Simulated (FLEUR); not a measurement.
**free Fe(110) film, 6 layers: anisotropy by force theorems**

One state of free Fe(110) film, 6 layers is converged without symmetry. Force theorems then give its anisotropy.

Method: PBE; all-electron FLAPW film, Dirac cores, scalar-relativistic bands, in FLEUR MaX-R8.1.

## 1. Starting point

The cell holds 6 atoms: 6 Fe. Its edges and angles: a = 2.482 Å, b = 2.482 Å, c = 24.133 Å, α = 90.0°, β = 90.0°, γ = 109.5°. Layers at typed spacings, unrelaxed. Vacuum lies along c.

As a file:

```
Fe
1.0
     1.43300   -2.02657    0.00000
     1.43300    2.02657    0.00000
     0.00000    0.00000   24.13300
Fe
6
Cartesian
  0.0000 0.0000 7.0000
  1.4330 0.0000 9.0266
  0.0000 0.0000 11.0532
  1.4330 0.0000 13.0798
  0.0000 0.0000 15.1064
  1.4330 0.0000 17.1330
```

It is built of layers of Fe (space group 229).

## 2. The magnetic state

The force theorems are single passes in this state's potential, so it has to be converged first.

No symmetry is used, so that later steps may turn the spins freely; k and −k are joined. FLEUR takes the sheet as a true film: the images along c are dropped, heights are typed in bohr, and the vacuum on both sides is semi-infinite. inpgen writes inp.xml from crystal.txt; cutoffs, mixing, functional, smearing and local orbitals are then set in the file. The k list scf (kpts.xml, not shown) is a Γ-centred 14×14×1 mesh; where the ranks do not divide the number of points, some are split in two of half the weight.

File inp.xml:

```
<?xml version="1.0" encoding="UTF-8" standalone="no"?>
<fleurInput fleurInputVersion="0.39">
   <comment>
      Fe
   </comment>
   <calculationSetup>
      <cutoffs Kmax="3.68" Gmax="11.0" GmaxXC="11.0" numbands="0"/>
      <scfLoop itmax="150" minDistance="0.00002" maxIterBroyd="15" imix="Anderson" alpha="0.03" precondParam="0.0" spinf="2.0" sdNocoIR="T"/>
      <coreElectrons ctail="F" frcor="F" kcrel="0" coretail_lmax="0"/>
      <xcFunctional name="pbe" relativisticCorrections="F"/>
      <magnetism jspins="2" l_noco="F" l_ss="F">
         <qss>0.0 0.0 0.0</qss>
         <mtNocoParams l_mperp="F" l_mtNocoPot="F" l_relaxSQA="F" mag_mixing_scheme="0" mix_RelaxWeightOffD="1.0" l_constrained="F" mix_constr="1.0"/>
         <sourceFreeMag l_sourceFree="F" l_scaleMag="F" mag_scale="1.0"/>
      </magnetism>
      <soc l_soc="F" theta="0.0" phi="0.0" spav="F"/>
      <expertModes spex="0" secvar="F"/>
      <geometryOptimization l_f="F" forcealpha="1.0" forcemix="BFGS" epsdisp="0.00001" epsforce="0.00001"/>
      <ldaU l_linMix="F" mixParam="0.05" spinf="1.0"/>
   </calculationSetup>
   <cell>
      <bzIntegration valenceElectrons="96.0" mode="hist" fermiSmearingEnergy="0.00183747">
         <kPointListSelection listName="scf"/>
         <xi:include xmlns:xi="http://www.w3.org/2001/XInclude" href="kpts.xml"> </xi:include>
      </bzIntegration>
      <xi:include xmlns:xi="http://www.w3.org/2001/XInclude" href="sym.xml"> </xi:include>
      <filmLattice scale="1.0" dVac="24.41" dTilda="26.91">
         <bravaisMatrixFilm>
            <row-1>    2.7079775365518000    -3.8296584928783730</row-1>
            <row-2>    2.7079775365518000     3.8296584928783730</row-2>
         </bravaisMatrixFilm>
         <vacuumEnergyParameters vacuum="1" spinUp="-.25" spinDown="-.25"/>
         <vacuumEnergyParameters vacuum="2" spinUp="-.25" spinDown="-.25"/>
      </filmLattice>
   </cell>
   <atomSpecies>
      <species name="Iron (Fe) 2.800" element="Fe" atomicNumber="26">
         <mtSphere radius="2.23" gridPoints="737" logIncrement="0.016"/>
         <atomicCutoffs lmax="8" lnonsphr="6"/>
         <electronConfig flipSpins="F">
            <coreConfig>(1s1/2) (2s1/2) (2p1/2) (2p3/2)</coreConfig>
            <valenceConfig>(3s1/2) (3p1/2) (3p3/2) (4s1/2) (3d3/2) (3d5/2)</valenceConfig>
            <stateOccupation state="(3d3/2)" spinUp="1.4" spinDown="1.0"/>
            <stateOccupation state="(3d5/2)" spinUp="3.0" spinDown="0.6"/>
         </electronConfig>
         <energyParameters s="4" p="4" d="3" f="4"/>
         <lo type="SCLO" l="0" n="3" eDeriv="0"/>
         <lo type="SCLO" l="1" n="3" eDeriv="0"/>
      </species>
   </atomSpecies>
   <atomGroups>
      <atomGroup species="Iron (Fe) 2.800">
         <filmPos label="                   1">.0000000000 .0000000000 -9.5743090379</filmPos>
         <force calculate="T" relaxXYZ="TTT"/>
         <nocoParams  alpha="0.0" beta="0.0"/>
      </atomGroup>
      <atomGroup species="Iron (Fe) 2.800">
         <filmPos label="                   2">1.000/2.000 1.000/2.000 -5.7445580599</filmPos>
         <force calculate="T" relaxXYZ="TTT"/>
         <nocoParams  alpha="0.0" beta="0.0"/>
      </atomGroup>
      <atomGroup species="Iron (Fe) 2.800">
         <filmPos label="                   3">.0000000000 .0000000000 -1.9148526866</filmPos>
         <force calculate="T" relaxXYZ="TTT"/>
         <nocoParams  alpha="0.0" beta="0.0"/>
      </atomGroup>
      <atomGroup species="Iron (Fe) 2.800">
         <filmPos label="                   4">1.000/2.000 1.000/2.000 1.9148526866</filmPos>
         <force calculate="T" relaxXYZ="TTT"/>
         <nocoParams  alpha="0.0" beta="0.0"/>
      </atomGroup>
      <atomGroup species="Iron (Fe) 2.800">
         <filmPos label="                   5">.0000000000 .0000000000 5.7445580599</filmPos>
         <force calculate="T" relaxXYZ="TTT"/>
         <nocoParams  alpha="0.0" beta="0.0"/>
      </atomGroup>
      <atomGroup species="Iron (Fe) 2.800">
         <filmPos label="                   6">1.000/2.000 1.000/2.000 9.5743090379</filmPos>
         <force calculate="T" relaxXYZ="TTT"/>
         <nocoParams  alpha="0.0" beta="0.0"/>
      </atomGroup>
   </atomGroups>
   <output dos="F" band="F" slice="F">
      <bandDOS minEnergy="-.5*Htr" maxEnergy="0.5*Htr" sigma="0.015" storeEVData="T"/>
      <plotting iplot="0" polar="F">
         <plot TwoD="T" vec1="  1.0  0.0  0.0" vec2="  0.0  1.0  0.0" vec3="  0.0  0.0  1.0" zero="  0.0  0.0 -0.5" file="plot"/>
      </plotting>
      <moessbauerParams electricFieldGradient="F" isomerShift="F" coreHyperfine="F" valenceHyperfine="F"/>
   </output>
</fleurInput>
```

File crystal.txt:

```
Fe
&input film=T cartesian=F /
1.43300000000  -2.02656800000  0.00000000000
1.43300000000  2.02656800000  0.00000000000
0.00000000000  0.00000000000  1.00000000000
1.8897261246
1.0 1.0 1.0

6
26 0.00000000000  0.00000000000  -9.57430903790 : 2.800
26 0.50000000000  0.50000000000  -5.74455805988 : 2.800
26 0.00000000000  0.00000000000  -1.91485268663 : 2.800
26 0.50000000000  0.50000000000  1.91485268663 : 2.800
26 0.00000000000  0.00000000000  5.74455805988 : 2.800
26 0.50000000000  0.50000000000  9.57430903790 : 2.800

&kpt div1=14 div2=14 div3=1 gamma=T /
```

Command:

```bash
OMP_NUM_THREADS=1 inpgen -f crystal.txt -nosym -noco > inpgen.log  # inp.xml is then edited as shown
OMP_NUM_THREADS=1 mpirun -n 4 fleur_MPI > fleur.log
```

What it wrote:

```text
Welcome to FLEUR        (www.flapw.de)
      MaX-Release 8.1          (www.max-centre.eu)

 ========== k-point set info ==========
 Selected k-point list: scf
 k-point list type: mesh
 0 x 0 x 0
 Number of k points: 100

 ------------Calculation Setup---------------------------
 Number of MPI-tasks      :            4
 Number of PE/node        :            4
 Number of OMP-threads    :            1
 k-points in parallel     :            4
 pe's per k-point         :            1
 No of k-point loops      :           25
 Eigenvalue solver        :       lapack
 Number of basis functions:          520
 Approximate size of matrices (H+S) per k-point:         0.008 GB
 --------------------------------------------------------
 Iteration:     1   Distance:      24.75794626 me/bohr^3
 Iteration:     2   Distance:      42.90817081 me/bohr^3
 Iteration:     3   Distance:      11.26006599 me/bohr^3
 Iteration:     4   Distance:      14.85611528 me/bohr^3
 Iteration:     5   Distance:       8.75099972 me/bohr^3
 Iteration:     6   Distance:       8.45520763 me/bohr^3
 Iteration:     7   Distance:       8.71668874 me/bohr^3
 Iteration:     8   Distance:       7.04574445 me/bohr^3
 Iteration:     9   Distance:      10.78498250 me/bohr^3
 Iteration:    10   Distance:       5.21151222 me/bohr^3
[... 51 iterations left out ...]
 Iteration:    62   Distance:       0.00040015 me/bohr^3
 Iteration:    63   Distance:       0.00033422 me/bohr^3
 Iteration:    64   Distance:       0.00029698 me/bohr^3
 Iteration:    65   Distance:       0.00011876 me/bohr^3
 Iteration:    66   Distance:       0.00015020 me/bohr^3
 Iteration:    67   Distance:       0.00006188 me/bohr^3
 Iteration:    68   Distance:       0.00005773 me/bohr^3
 Iteration:    69   Distance:       0.00002327 me/bohr^3
 Iteration:    70   Distance:       0.00003466 me/bohr^3
 Iteration:    71   Distance:       0.00000395 me/bohr^3

 ********************************************************************
 Run finished successfully
 Stop message:
   all done
 ********************************************************************

--- out.xml (last complete iteration) ---
<iteration numberForCurrentRun="   71" overallNumber="   71">
         [... left out ...]
         <bandgap value="0.0000000000" units="eV"/>
         <sumValenceSingleParticleEnergies value="-128.2145298673" units="Htr"/>
         <FermiEnergy value="-0.1730150595" units="Htr"/>
         <valenceDensity>
            <mtCharges spin="1">
               <mtCharge atomType="1" total="8.6354029" s="1.1750482" p="3.1129107" d="4.3365143" f="0.0083497"/>
               <mtCharge atomType="2" total="8.5531877" s="1.1707639" p="3.1408200" d="4.2267619" f="0.0114263"/>
               <mtCharge atomType="3" total="8.4917193" s="1.1717289" p="3.1425240" d="4.1626934" f="0.0113901"/>
               <mtCharge atomType="4" total="8.4917193" s="1.1717289" p="3.1425240" d="4.1626934" f="0.0113901"/>
               <mtCharge atomType="5" total="8.5531877" s="1.1707639" p="3.1408200" d="4.2267619" f="0.0114263"/>
               <mtCharge atomType="6" total="8.6354029" s="1.1750482" p="3.1129107" d="4.3365142" f="0.0083497"/>
            </mtCharges>
            <mtCharges spin="2">
               <mtCharge atomType="1" total="5.9664413" s="1.1724529" p="3.1188516" d="1.6678900" f="0.0058202"/>
               <mtCharge atomType="2" total="6.1503052" s="1.1773745" p="3.1769314" d="1.7857631" f="0.0083588"/>
               <mtCharge atomType="3" total="6.2091727" s="1.1777866" p="3.1799591" d="1.8410158" f="0.0085010"/>
               <mtCharge atomType="4" total="6.2091727" s="1.1777866" p="3.1799591" d="1.8410158" f="0.0085010"/>
               <mtCharge atomType="5" total="6.1503051" s="1.1773745" p="3.1769314" d="1.7857630" f="0.0083588"/>
               <mtCharge atomType="6" total="5.9664413" s="1.1724529" p="3.1188516" d="1.6678899" f="0.0058202"/>
            </mtCharges>
            <spinDependentCharge spin="1" total="55.2505010" interstitial="3.7596248" mtSpheres="51.3606199" vacuum1="0.0651282" vacuum2="0.0651282"/>
            <spinDependentCharge spin="2" total="40.7494992" interstitial="3.9891930" mtSpheres="36.6518383" vacuum1="0.0542339" vacuum2="0.0542339"/>
            <totalCharge value="96.0000002195"/>
         </valenceDensity>
         [... left out ...]
         <allElectronCharges>
            <spinDependentCharge spin="1" total="85.2505010" interstitial="3.7596248" mtSpheres="81.3606199" vacuum1="0.0651282" vacuum2="0.0651282"/>
            <spinDependentCharge spin="2" total="70.7494992" interstitial="3.9891930" mtSpheres="66.6518383" vacuum1="0.0542339" vacuum2="0.0542339"/>
            <totalCharge value="156.0000002214"/>
         </allElectronCharges>
         <magneticMomentsInMTSpheres units="muBohr">
            <globalMagMoment atomType="1" vec="0.00000   0.00000   2.66896"/>
            <localMagMoment atomType="1" vec="0.00000   0.00000   2.66896"/>
            <globalMagMoment atomType="2" vec="0.00000   0.00000   2.40288"/>
            <localMagMoment atomType="2" vec="0.00000   0.00000   2.40288"/>
            <globalMagMoment atomType="3" vec="0.00000   0.00000   2.28255"/>
            <localMagMoment atomType="3" vec="0.00000   0.00000   2.28255"/>
            <globalMagMoment atomType="4" vec="0.00000   0.00000   2.28255"/>
            <localMagMoment atomType="4" vec="0.00000   0.00000   2.28255"/>
            <globalMagMoment atomType="5" vec="0.00000   0.00000   2.40288"/>
            <localMagMoment atomType="5" vec="0.00000   0.00000   2.40288"/>
            <globalMagMoment atomType="6" vec="0.00000   0.00000   2.66896"/>
            <localMagMoment atomType="6" vec="0.00000   0.00000   2.66896"/>
         </magneticMomentsInMTSpheres>
         <moessbauerParams unitsHFF="kG" unitsIS="e/bohr^3" unitsEFG="Htr/bohr^2">
         </moessbauerParams>
         <totalEnergy value="    -7636.7492915671" units="Htr">
            <sumOfEigenvalues value="    -4493.5657620265">
               <coreElectrons value="-4365.3512321592"/>
               <valenceElectrons value="-128.2145298673"/>
            </sumOfEigenvalues>
            <densityCoulombPotentialIntegral value="-11799.1530900199"/>
            <densityEffectivePotentialIntegral value="-12234.7864411093"/>
            <chargeDenXCDenIntegral value="-335.6157819189"/>
            <FockExchangeEnergyValence value="0.0000000000"/>
            <FockExchangeEnergyCore value="0.0000000000"/>
            <atomTypeDependentContributions atomType="1">
               <electronNucleiInteractionDifferentMTs value="1518.4034641037"/>
               <MadelungTerm value="-5.3745734429"/>
            </atomTypeDependentContributions>
            <atomTypeDependentContributions atomType="2">
               <electronNucleiInteractionDifferentMTs value="1518.9778411154"/>
               <MadelungTerm value="-4.8318964210"/>
            </atomTypeDependentContributions>
            <atomTypeDependentContributions atomType="3">
               <electronNucleiInteractionDifferentMTs value="1518.9156129243"/>
               <MadelungTerm value="-4.8854337167"/>
            </atomTypeDependentContributions>
            <atomTypeDependentContributions atomType="4">
               <electronNucleiInteractionDifferentMTs value="1518.9156129923"/>
               <MadelungTerm value="-4.8854336792"/>
            </atomTypeDependentContributions>
            <atomTypeDependentContributions atomType="5">
               <electronNucleiInteractionDifferentMTs value="1518.9778413225"/>
               <MadelungTerm value="-4.8318963717"/>
            </atomTypeDependentContributions>
            <atomTypeDependentContributions atomType="6">
               <electronNucleiInteractionDifferentMTs value="1518.4034641634"/>
               <MadelungTerm value="-5.3745734679"/>
            </atomTypeDependentContributions>
            <tkbTimesEntropy value="0.0021116985"/>
            <freeEnergy value="-7636.7514032657"/>
            <extrapolationTo0K value="-7636.7503474164"/>
         </totalEnergy>
         <densityConvergence units="me/bohr^3">
            <chargeDensity spin="1" distance="0.0000021258"/>
            <chargeDensity spin="2" distance="0.0000029518"/>
            <overallChargeDensity distance="0.0000039536"/>
            <spinDensity distance="0.0000032914"/>
         </densityConvergence>
      </iteration>
```

Elapsed: 31 min, on 4 MPI ranks of Arm Neoverse N1, shared host; peak memory 1.2 GiB; 2.1 h of CPU time.

Spin moment in the muffin-tin sphere by atom:

```
atom  spin moment in the muffin-tin sphere (μB)
 Fe1                                       2.67
 Fe2                                       2.40
 Fe3                                       2.28
 Fe4                                       2.28
 Fe5                                       2.40
 Fe6                                       2.67
```

Numbers from this step:

```
free energy                                                       : -207806.5921 eV
program's band gap on this mesh (in a metal only a level spacing) : 0 eV
magnetization                                                     : 14.50 μB
final state                                                       : ferromagnetic
```

After 71 cycles the largest moment stands at 2.67 μB.

## 3. Energy against the direction of the moments, rung 1

Anisotropy is a small difference, so it is taken from sums over occupied states at a frozen potential, where most errors cancel.

One pass with spin–orbit coupling for each direction, from the saved density. Inversion lets half of the mesh serve, which the program's warning doesn't know. The k list mae (kpts.xml, not shown) is a Γ-centred 21×21×1 mesh.

Changes to inp.xml since step 2:

```diff
@@ -6,4 +6,4 @@
    <calculationSetup>
-      <cutoffs Kmax="3.68" Gmax="11.0" GmaxXC="11.0" numbands="0"/>
-      <scfLoop itmax="150" minDistance="0.00002" maxIterBroyd="15" imix="Anderson" alpha="0.03" precondParam="0.0" spinf="2.0" sdNocoIR="T"/>
+      <cutoffs Kmax="3.68" Gmax="11.0" GmaxXC="11.0" numbands="192"/>
+      <scfLoop itmax="1" minDistance="0.00002" maxIterBroyd="15" imix="Anderson" alpha="0.03" precondParam="0.0" spinf="2.0" sdNocoIR="T"/>
       <coreElectrons ctail="F" frcor="F" kcrel="0" coretail_lmax="0"/>
@@ -15,3 +15,3 @@
       </magnetism>
-      <soc l_soc="F" theta="0.0" phi="0.0" spav="F"/>
+      <soc l_soc="T" theta="0.0" phi="0.0" spav="F"/>
       <expertModes spex="0" secvar="F"/>
@@ -22,3 +22,3 @@
       <bzIntegration valenceElectrons="96.0" mode="hist" fermiSmearingEnergy="0.00183747">
-         <kPointListSelection listName="scf"/>
+         <kPointListSelection listName="mae"/>
          <xi:include xmlns:xi="http://www.w3.org/2001/XInclude" href="kpts.xml"> </xi:include>
@@ -89,2 +89,5 @@
    </output>
+   <forceTheorem>
+      <MAE theta="0.0 1.5707963 1.5707963" phi="0.0 0.0 1.5707963"/>
+   </forceTheorem>
 </fleurInput>
```

Command:

```bash
OMP_NUM_THREADS=1 mpirun -n 4 fleur_MPI -warn_only > fleur.log
```

What it wrote:

```text
[banner, memory and clock lines left out]
Welcome to FLEUR        (www.flapw.de)
      MaX-Release 8.1          (www.max-centre.eu)
************FLEUR-Warning*****************
Error message: k-point set is not compatible to missing time-reversal symmetry in calculation.
Error occurred in subroutine: gen_bz
Error from PE:0/4
*****************************************

 ========== k-point set info ==========
 Selected k-point list: mae
 k-point list type: mesh
 0 x 0 x 0
 Number of k points: 224

 [... set-up left out ...]
 ********************************************************************
 Run finished successfully
 Stop message:
   Forcetheorem MAE
 ********************************************************************

--- out.xml (force theorem) ---
<Forcetheorem_MAE Angles="3" units="Htr">
            <Angle theta="0.0000000" phi="0.0000000" ev-sum="-128.217909432"/>
            <Angle theta="1.5707963" phi="0.0000000" ev-sum="-128.217894436"/>
            <Angle theta="1.5707963" phi="1.5707963" ev-sum="-128.217896495"/>
         </Forcetheorem_MAE>
```

The job ended after 6.4 min (4 MPI ranks; peak memory 1.9 GiB).

Anisotropy energies, by row:

```
axis  x  y  z  band energy less the first axis' (meV a cell)
   z  0  0  1                                              0
   x  1  0  0                                         0.4081
   y  0  1  0                                          0.352
```

Shape anisotropy is not in these numbers.

## 4. Anisotropy by the force theorem, rung 2

A second rung shows how far the first can be trusted.

The k list mae (kpts.xml, not shown) is a Γ-centred 32×32×1 mesh.

inp.xml is that of step 3.

What it wrote:

```text
[banner, memory and clock lines left out]
Welcome to FLEUR        (www.flapw.de)
      MaX-Release 8.1          (www.max-centre.eu)
************FLEUR-Warning*****************
Error message: k-point set is not compatible to missing time-reversal symmetry in calculation.
Error occurred in subroutine: gen_bz
Error from PE:0/4
Other PEs with error messages:
     1-k-point set is not compatible to missing time-reversal symmetry in calculation.
     2-k-point set is not compatible to missing time-reversal symmetry in calculation.
[...]
2-k-point set is not compatible to missing time-reversal symmetry in calculation.
*****************************************
 [... set-up left out ...]
 ********************************************************************
 Run finished successfully
 Stop message:
   Forcetheorem MAE
 ********************************************************************

--- out.xml (force theorem) ---
<Forcetheorem_MAE Angles="3" units="Htr">
            <Angle theta="0.0000000" phi="0.0000000" ev-sum="-128.217825749"/>
            <Angle theta="1.5707963" phi="0.0000000" ev-sum="-128.217808082"/>
            <Angle theta="1.5707963" phi="1.5707963" ev-sum="-128.217810854"/>
         </Forcetheorem_MAE>
```

Elapsed: 14 min, on 4 MPI ranks; peak memory 3.7 GiB; 57 min of CPU time.

Anisotropy energies, by row:

```
axis  x  y  z  band energy less the first axis' (meV a cell)
   z  0  0  1                                              0
   x  1  0  0                                         0.4807
   y  0  1  0                                         0.4053
```

(Part 1 of 2 ends here.)

[Logs and program files are shortened in this print: banners, set-up blocks, solver, clock and traceback lines can be left out without a mark of their own.]

[Logs are printed without paths, hosts, clocks, repeated set-up lines and the standing remarks that a program may print on its own settings, such as how far it seeks lower states.]

[Hosts, paths, dates, database ids (printed as entryN), source tags and the programs' standing remarks are cut or masked in the printed files.]

[Where a cell is said to come from a database of computed structures, the database is the Materials Project.]
